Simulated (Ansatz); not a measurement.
## Where Cu_i (void) puts its levels in the gap of CaO (Fm-3m)

Aim: at which Fermi levels does Cu_i (void) in CaO (Fm-3m) change its charge? The model is a cell of 54 host atoms with 1 Cu put in.

Calculated with Ansatz 0.2.0; place-levels on r2SCAN runs: charge-transition levels and formation energies with image-charge correction and potential alignment at the atomic sites; PAW set soft_1.

## Step 1: Starting point

The cell holds 55 atoms: 27 Ca, 27 O and 1 Cu. Cell: a = 10.173 Å, b = 10.173 Å, c = 10.173 Å, α = 60.0°, β = 60.0°, γ = 60.0°. It derives from CaO (space group Fm-3m). Nearest the centre at fractional (0.083, 0.750, 0.750): Cu55 at 0.00 Å, O54 at 2.08 Å, Ca17 at 2.08 Å, Ca5 at 2.08 Å, O16 at 2.08 Å, O12 at 2.08 Å, Ca13 at 2.08 Å, Ca35 at 2.08 Å.

Coordinates:

```xyz
55
Lattice="0.0000 7.1931 7.1931 7.1931 0.0000 7.1931 7.1931 7.1931 0.0000" Properties=species:S:1:pos:R:3 pbc="T T T"
Ca    0.0000    0.0000    0.0000
O     2.3977    2.3977    2.3977
Ca    2.3977    2.3977    0.0000
O     4.7954    4.7954    2.3977
Ca    4.7954    4.7954    0.0000
O     7.1931    7.1931    2.3977
Ca    2.3977    0.0000    2.3977
O     4.7954    2.3977    4.7954
Ca    4.7954    2.3977    2.3977
O     7.1931    4.7954    4.7954
Ca    7.1931    4.7954    2.3977
O     9.5908    7.1931    4.7954
Ca    4.7954    0.0000    4.7954
O     7.1931    2.3977    7.1931
Ca    7.1931    2.3977    4.7954
O     9.5908    4.7954    7.1931
Ca    9.5908    4.7954    4.7954
O    11.9885    7.1931    7.1931
Ca    0.0000    2.3977    2.3977
O     2.3977    4.7954    4.7954
Ca    2.3977    4.7954    2.3977
O     4.7954    7.1931    4.7954
Ca    4.7954    7.1931    2.3977
O     7.1931    9.5908    4.7954
Ca    2.3977    2.3977    4.7954
O     4.7954    4.7954    7.1931
Ca    4.7954    4.7954    4.7954
O     7.1931    7.1931    7.1931
Ca    7.1931    7.1931    4.7954
O     9.5908    9.5908    7.1931
Ca    4.7954    2.3977    7.1931
O     7.1931    4.7954    9.5908
Ca    7.1931    4.7954    7.1931
O     9.5908    7.1931    9.5908
Ca    9.5908    7.1931    7.1931
O    11.9885    9.5908    9.5908
Ca    0.0000    4.7954    4.7954
O     2.3977    7.1931    7.1931
Ca    2.3977    7.1931    4.7954
O     4.7954    9.5908    7.1931
Ca    4.7954    9.5908    4.7954
O     7.1931   11.9885    7.1931
Ca    2.3977    4.7954    7.1931
O     4.7954    7.1931    9.5908
Ca    4.7954    7.1931    7.1931
O     7.1931    9.5908    9.5908
Ca    7.1931    9.5908    7.1931
O     9.5908   11.9885    9.5908
Ca    4.7954    4.7954    9.5908
O     7.1931    7.1931   11.9885
Ca    7.1931    7.1931    9.5908
O     9.5908    9.5908   11.9885
Ca    9.5908    9.5908    9.5908
O    11.9885   11.9885   11.9885
Cu   10.7896    5.9942    5.9942
```

Known beforehand: the electronic dielectric constant, 3.85, and the static one, 16.67, computed on the host (DFPT, PBEsol, on the r2SCAN cell), and a cell off the functional's own equilibrium shifts the ionic part.

The cell's shortest repeat is 10.2 Å.

## Step 2: Charge states

Levels follow from differences of total energies between charge states, each relaxed by itself.

Each atom starts 0.05 Å or so off its site in a random direction: a symmetric start keeps its symmetry, and would miss off-centre moves and Jahn–Teller distortions. Forces are taken at one point at (¼, ¼, ¼). The cell holds 1 electron fewer than the neutral one, with a uniform background that keeps it neutral on the whole.

The sampling was tested on the host first: at the k-points planned (1x1x1 shifted 0.25 0.25 0.25) its energy lies 0.005 eV an atom from the dense-mesh value, under the bound of 0.02 eV set for this test; that bounds the host's error, not the defect's.

One of the inputs; charge, spin and start change from state to state.

Contents of qp1.relax/input.yaml:

```yaml
crystal:
  lattice:
    - [0.0, 2.39769239, 2.39769239]
    - [2.39769239, 0.0, 2.39769239]
    - [2.39769239, 2.39769239, 0.0]
  atoms:
    - { symbol: Ca, position: [0.0, 0.0, 0.0] }
    - { symbol: O, position: [0.5, 0.5, 0.5] }
  supercell: [3, 3, 3]
  defects: [{ interstitial: { symbol: Cu, position: [0.083333, 0.75, 0.75] } }]
total_charge: 1
basis:
  ecutwfc: 500
  xc_grid: 2
hamiltonian:
  xc: r2scan
  pseudopotentials: { kind: paw, azcp: { folder: soft_1 } }
kpoints:
  mp_grid: { grid: [1, 1, 1], shift: [0.25, 0.25, 0.25] }
scf:
  occupations: { method: fixed }
  max_iter: 80
output:
  forces: true
  charged_corrections: { epsilon: 3.85, static_epsilon: 16.67 }
relax:
  f_tol: 0.02
  max_steps: 80
  random_displacement: { amplitude: 0.05, seed: 771 }
checkpoint:
  write: "../qp1.relax.run"
  compress: false
  write_wavefunctions: true
  write_every: 100000
```

Launch:

```bash
$ ansatz run input.yaml --threads 4 --pin off --max-ram 15073MiB --backend cpu --events-out ev --progress --plain --runs-dir out
```

Defect states can disperse in a cell of this size, so the energy is taken again at a 2×2×2 shifted mesh, on the relaxed structure.

The run of this state that the levels use, under r2SCAN:

Contents of qp1.point/input.yaml:

```yaml
crystal:
  checkpoint: "../qp1.relax.run"
  host: checkpoint
total_charge: 1
basis:
  ecutwfc: 500
  xc_grid: 2
hamiltonian:
  xc: r2scan
  pseudopotentials: { kind: paw, azcp: { folder: soft_1 } }
kpoints:
  mp_grid: { grid: [2, 2, 2], shift: [0.5, 0.5, 0.5] }
scf:
  occupations: { method: fermi_dirac, width: 0.01 }
  max_iter: 80
output:
  forces: true
  eigenvalues: true
  charged_corrections:
    epsilon: 3.85
    static_epsilon: 16.67
    defect_position: [0.083333, 0.75, 0.75]
  eigenstates: { localisation: true }
  populations: true
  band_densities: [{ bands: [v1, v1] }, { bands: [c1, c1] }]
  write_density: true
  write_potential: true
  volumetric_format: npy
checkpoint:
  read: "../qp1.relax.run"
  write: "../qp1.point.run"
  compress: false
  write_wavefunctions: false
  write_every: 100000
```

Relaxations under r2SCAN at one point at (¼, ¼, ¼); times on 4 threads of Intel Xeon Platinum 8259CL at 2.50GHz (Skylake/Cascade Lake), shared host:

```
charge  moment (μB)  occupations    outcome  steps  largest displacement against the far atoms (Å)     time
     0            1        fixed  converged      6                                            0.30  3.3 min
    +1            0        fixed  converged      5                                            0.29     97 s
    +2            1        fixed  converged     20                                            0.46   16 min
```

Single points under r2SCAN at a 2×2×2 shifted mesh; times on 4 threads of Intel Xeon Platinum 8259CL at 2.50GHz (Skylake/Cascade Lake), shared host:

| charge | moment (μB) | occupations | outcome | time |
| --- | --- | --- | --- | --- |
| 0 | 1 | fermi-dirac | converged | 3.6 min |
| +1 | 0 | fermi-dirac | converged | 78 s |
| +2 | 1 | fermi-dirac | converged | 3.8 min |

Distances (Å) from Cu55 to the nearest atoms after relaxation with r2SCAN:

```
charge  moment (μB)      1.      2.      3.      4.       5.       6.
     0            1  O 2.07  O 2.07  O 2.08  O 2.08  Ca 2.36  Ca 2.36
    +1            0  O 2.05  O 2.05  O 2.05  O 2.05  Ca 2.36  Ca 2.36
    +2            1  O 1.89  O 1.90  O 1.96  O 2.14  Ca 2.35  Ca 2.41
```

## Step 3: Levels against the band edges, r2SCAN

A charged cell interacts with its images and the background, and its potential has another zero than the host's. place-levels removes the first by a point-charge model, screened by the static dielectric constant since the ions have relaxed around the charge, and the second by comparing potentials at atoms far from the defect.

The host is a run of the defect-free crystal in the same cutoffs, grids and k-points, so that basis and sampling errors cancel in part in the differences. The host is run in a cell of 2 atoms on a matching mesh. Its band edges are searched through the zone by a band path, so the gap is smaller than, or equal to, that on the mesh. Chemical potentials are energies per atom of Cu (fcc), run with the same functional and cutoff.

Contents of levels.point.yaml:

```yaml
host:
  run: host.point.run
states: [q0_M1.point.run, qp1.point.run, qp2_M1.point.run]
geometry_from:
  q0_M1.point.run: q0_M1.relax.run
  qp1.point.run: qp1.relax.run
  qp2_M1.point.run: qp2_M1.relax.run
chemical_potentials:
  Cu:
    energy: -6631.253193
    dataset: "<sha256 of the dataset>"
epsilon: 3.85
static_epsilon: 16.67
vertical:
  - { from: qp1.point.run, to: qp1.point_neutral.run }
  - { from: qp2_M1.point.run, to: qp2_M1.point_neutral.run }
```

Launch:

```bash
$ ansatz place-levels levels.point.yaml -- --threads 4 --pin off --max-ram 15073MiB
```

Numbers of over 12 decimals in the logs are rounded to 6 here.

Log:

```text
[... repeated set-up lines and file paths are left out, and long positions are rounded to six places ...]
(+2/+1) 0.220 eV above the valence edge, 3.978 eV under the conduction edge
(+1/0) 4.246 eV above the valence edge (+4.279 eV without the band-filling correction), in the conduction band
formation energy of charge +2: +2.343 eV with the Fermi level at the valence edge
formation energy of charge +1: +2.562 eV with the Fermi level at the valence edge
formation energy of charge 0: +6.808 eV with the Fermi level at the valence edge
vertical +1 to 0: no energy, since no alignment is typed
  the change from vertical[0].from (qp1.point.run) to vertical[0].to (qp1.point_neutral.run): by its potential at epsilon 3.85 it stands at 0.960 0.627 0.626, with an rms radius of about 6.0 Å (3.4 3.4 3.4 Å across the planes of the cell's vectors); [...]
vertical +2 to 0: no energy, since no alignment is typed
  the change from vertical[1].from (qp2_M1.point.run) to vertical[1].to (qp2_M1.point_neutral.run): by its potential at epsilon 3.85 it stands at 0.099 0.740 0.740, with an rms radius of about 3.3 Å (2.0 1.9 1.9 Å across the planes of the cell's vectors); [...]
  edges by r2scan, gap 4.197 eV; the host is sampled to repeats of 20.35 Å
  the defect's cells are sampled to repeats of 20.35 Å, like sampling
  charge +2: -71284.3151 eV with its correction of +1.271 eV, at epsilon 16.67, aligned at sites: +0.3600 eV, mean over 22 atomic sites at or beyond 5.09 Å from the defect at [0.0833, 0.7500, 0.7500], with +0.000000 for the charge's moments and without [...]
  charge +1: -71276.6587 eV with its correction of +0.467 eV, at epsilon 16.67, aligned at sites: +0.3293 eV, mean over 22 atomic sites at or beyond 5.09 Å from the defect at [0.0833, 0.7500, 0.7500], with +0.000000 for the charge's moments and without [...]
  charge 0: +0.000 eV for its dipole among its images, +0.000 omitted
  of states[2] (qp2_M1.point.run): it parts from the run at its places by a charge that spreads by about 2 Å along one vector (1.4 Å or more is wide), by its potential at epsilon 3.85, taken for that of held ions (one typed too small widens it), where the [...]
  of states[1] (qp1.point.run): how wide its charge is, is not read beside other atoms or cores, and a band state would take no correction. [...]
  of states[0] (q0_M1.point.run): a band-filling correction moves a carrier to the host's band edge, which changes its energy by -0.033 eV; [...]
  of vertical[0].from (qp1.point.run): its displacements don't fall off away from the defect: farther atoms stand 0.01 Å off the host's places. [...]
  of vertical[0].to (qp1.point_neutral.run): its displacements don't fall off away from the defect: farther atoms stand 0.01 Å off the host's places. [...]
  of vertical[1].from (qp2_M1.point.run): its displacements don't fall off away from the defect: farther atoms stand 0.016 Å off the host's places. [...]
  vertical[1].to (qp2_M1.point_neutral.run): levels filled in part (TS 0.004 eV): its energy is of no whole electron's
  of vertical[1].to (qp2_M1.point_neutral.run): its displacements don't fall off away from the defect: farther atoms stand 0.016 Å off the host's places. [...]
```

It took 0.49 s on 4 threads of Intel Xeon Platinum 8259CL at 2.50GHz (Skylake/Cascade Lake), shared host.

Levels between the charges placed, in eV above the valence top:

```
        gap (eV)  (+2/+1)  (+1/0)
r2SCAN      4.20     0.22    4.25
```

Corrections by state:

```csv
charge,moment (μB),image terms and alignment (eV),band filling (eV),ε used,"over the lowest of its charge, as the program ranks them, band filling apart (eV)"
+2,1.0,1.271,-,16.67,0.000
+1,0.0,0.467,-,16.67,0.000
0,1.0,0.000,-0.033,-,0.000
```

The charged structures listed were also run neutral, and place-levels reads from each pair, by the potential or the spins, how wide the charge is by which they differ; that can be the carrier of either run.

```
charge  rms radius (Å)  spread where it is widest against the cell (Å)  wide from (Å)  reading
    +2             3.3                                            1.95           1.44     wide
    +1             6.0                                            3.45           1.44     wide
```

The neutral runs of these pairs need not share the spin of the lowest neutral state, and very wide values only mean spread over the cell.

From the program's caveats on the states, each cut to its opening words:

- charge +2 (1 μB): it parts from the run at its places by a charge that spreads by about 2 Å along one vector (1.4 Å or more is wide), by its potential at epsilon 3.85, taken for [...]
- charge +2 (1 μB): its alignment with the host at atomic sites is doubtful: the mean over the far sites moves by -0.0589 eV from their farther parts to their nearer, more than [...]
- charge +2 (1 μB): its displacements don't fall off away from the defect: farther atoms stand 0.016 Å off the host's places
- charge +2 (1 μB), 0 (1 μB): flagged: stability check not made
- charge +1: how wide its charge is, is not read beside other atoms or cores, and a band state would take no correction
- charge +1: its alignment with the host at atomic sites is doubtful: the mean over the far sites moves by -0.0734 eV from their farther parts to their nearer, more than [...]
- charge +1: its displacements don't fall off away from the defect: farther atoms stand 0.01 Å off the host's places
- charge 0 (1 μB): a band-filling correction moves a carrier to the host's band edge, which changes its energy by -0.033 eV
- charge 0 (1 μB): its alignment with the host at atomic sites is doubtful: the mean over the far sites moves by -0.0770 eV from their farther parts to their nearer, more than [...]
- charge 0 (1 μB): its displacements don't fall off away from the defect: farther atoms stand 0.012 Å off the host's places
- charge 0 (1 μB): its moments are held at its close (magnetization.spin_locking), by a field of 0.055 eV a Bohr magneton, and its energy and levels are of the state that this [...]

The host's formation energy from the elements is -3.216 eV per atom; it sets how far the chemical potentials can move.

Limit set by the element alone; other compounds of these elements are not counted. Chemical potentials from the elements' reference states: Ca 0.00 eV, O -6.43 eV, Cu 0.00 eV. Formation energies (Ca-rich), with the Fermi level at the valence top and at the conduction bottom (gap 4.20 eV):

```csv
charge,at valence top (eV),at conduction bottom (eV),correction included (eV)
+2,2.34,10.74,1.27
+1,2.56,6.76,0.47
0,6.81,6.81,-0.03
```

(Fermi level (eV), lowest formation energy (eV)): (0.00, 2.34), (0.38, 2.94), (0.76, 3.32), (1.14, 3.71), (1.53, 4.09), (1.91, 4.47), (2.29, 4.85), (2.67, 5.23), (3.05, 5.62), (3.43, 6.00), (3.82, 6.38), (4.20, 6.76)

Limit set by the element alone; other compounds of these elements are not counted. Chemical potentials from the elements' reference states: O 0.00 eV, Ca -6.43 eV, Cu 0.00 eV. Formation energy by charge state (O-rich; gap 4.20 eV):

```csv
charge,at valence top (eV),at conduction bottom (eV),correction included (eV)
+2,2.34,10.74,1.27
+1,2.56,6.76,0.47
0,6.81,6.81,-0.03
```

| Fermi level (eV) | lowest formation energy (eV) |
| --- | --- |
| 0.00 | 2.34 |
| 0.38 | 2.94 |
| 0.76 | 3.32 |
| 1.14 | 3.71 |
| 1.53 | 4.09 |
| 1.91 | 4.47 |
| 2.29 | 4.85 |
| 2.67 | 5.23 |
| 3.05 | 5.62 |
| 3.43 | 6.00 |
| 3.82 | 6.38 |
| 4.20 | 6.76 |

## Step 4: Effect of the sampling

The relaxations' own energies give the levels at their sampling, for comparison.

Contents of levels.relax_mesh.yaml:

```yaml
host:
  run: host.relax.run
states: [q0_M1.relax.run, qp1.relax.run, qp2_M1.relax.run]
chemical_potentials:
  Cu:
    energy: -6631.253193
    dataset: "<sha256 of the dataset>"
```

Launch:

```bash
$ ansatz place-levels levels.relax_mesh.yaml -- --threads 4 --pin off --max-ram 15073MiB
```

Log:

```text
(+2/+1) 0.268 eV above the valence edge, 3.915 eV under the conduction edge
[...]
formation energy of charge +2: +2.301 eV with the Fermi level at the valence edge
formation energy of charge +1: +2.569 eV with the Fermi level at the valence edge
formation energy of charge 0: +6.808 eV with the Fermi level at the valence edge
  edges by r2scan, gap 4.183 eV; the host is sampled to repeats of 10.17 Å
[... the lines on each state left out ...]
```

Run time: 0.16 s. Hardware: 4 threads.

Levels between neighbouring charges, in eV above the valence top:

```csv
,gap (eV),(+2/+1),(+1/0)
"one point at (¼, ¼, ¼)",4.18,0.27,4.24
a 2×2×2 shifted mesh,4.20,0.22,4.25
```

Going from one point at (¼, ¼, ¼) to a 2×2×2 shifted mesh moves the levels that carry no band-filling term by up to 0.05 eV and formation energies against the elements by up to 0.04 eV; band-filling terms, which differ between samplings, are in these energies.

## Step 5: Results

```json
{
 "gap of the host": "4.20 eV (r2SCAN)",
 "level (plus 2/plus 1)": "0.22 eV above the valence top",
 "level (plus 1/0)": "4.25 eV above the valence top, past the conduction bottom (4.28 eV above the valence top without the band-filling term)",
 "lowest of the charges placed, just above the valence top (0.02 eV)": "+2",
 "lowest of the charges placed, just below the conduction bottom (0.02 eV)": "+1",
 "lowest formation energy at mid-gap of the charges run, Ca-rich": "4.66 eV",
 "lowest formation energy at mid-gap of the charges run, O-rich": "4.66 eV"
}
```

In words: Of the charges placed (0, +1 and +2), the lowest changes at 0.22 eV (+2/+1) above the valence top, in a gap of 4.20 eV. (+2/+1) lies nearer to a band edge than the share of the finite-size correction in it (0.80 eV), and that correction holds for a localised charge alone. Charges above +2 and below 0 were not placed, so these runs say nothing of levels that involve them. States placed: +2 at 1 μB; +1 at 0 μB; 0 at 1 μB. Other spin states or structures, where not listed, weren't placed. The program finds carriers beyond a band edge of the host and adds a band-filling term at charge 0 (-0.03 eV); steps to such a charge show no bound level, and a defect level inside a band would be read the same way. Cu is taken at its element; compounds, which aren't counted here, bound the chemical potentials and would shift these formation energies. Going from one point at (¼, ¼, ¼) to a 2×2×2 shifted mesh moves the levels that carry no band-filling term by up to 0.05 eV and formation energies against the elements by up to 0.04 eV; band-filling terms, which differ between samplings, are in these energies. The program doubts the alignment of potentials for at least one state, a sign that the cell is small. Keep in mind: r2SCAN makes the gap too small and tends to spread out bound carriers; where a gas molecule sets a chemical potential or the host's formation energy, its binding is uncorrected; force components of up to 0.11 eV/Å remain in a run at the final settings.

[Logs are printed without paths, hosts, clocks, repeated set-up lines and the standing remarks that a program may print on its own settings, such as how far it seeks lower states.]

[Hosts, paths, dates, database ids (printed as entryN), source tags and the programs' standing remarks are cut or masked in the printed files.]

[Where a table of states has a column of steps, it counts the stored structures, which are thinned; the runs took as many ionic steps or more.]

[A defect's name tells the site on which it was built; relaxed atoms can leave that site.]

[For some hosts the program warned that the k-mesh of the response run may be too coarse for force constants and the static dielectric constant; such warnings are not shown here.]
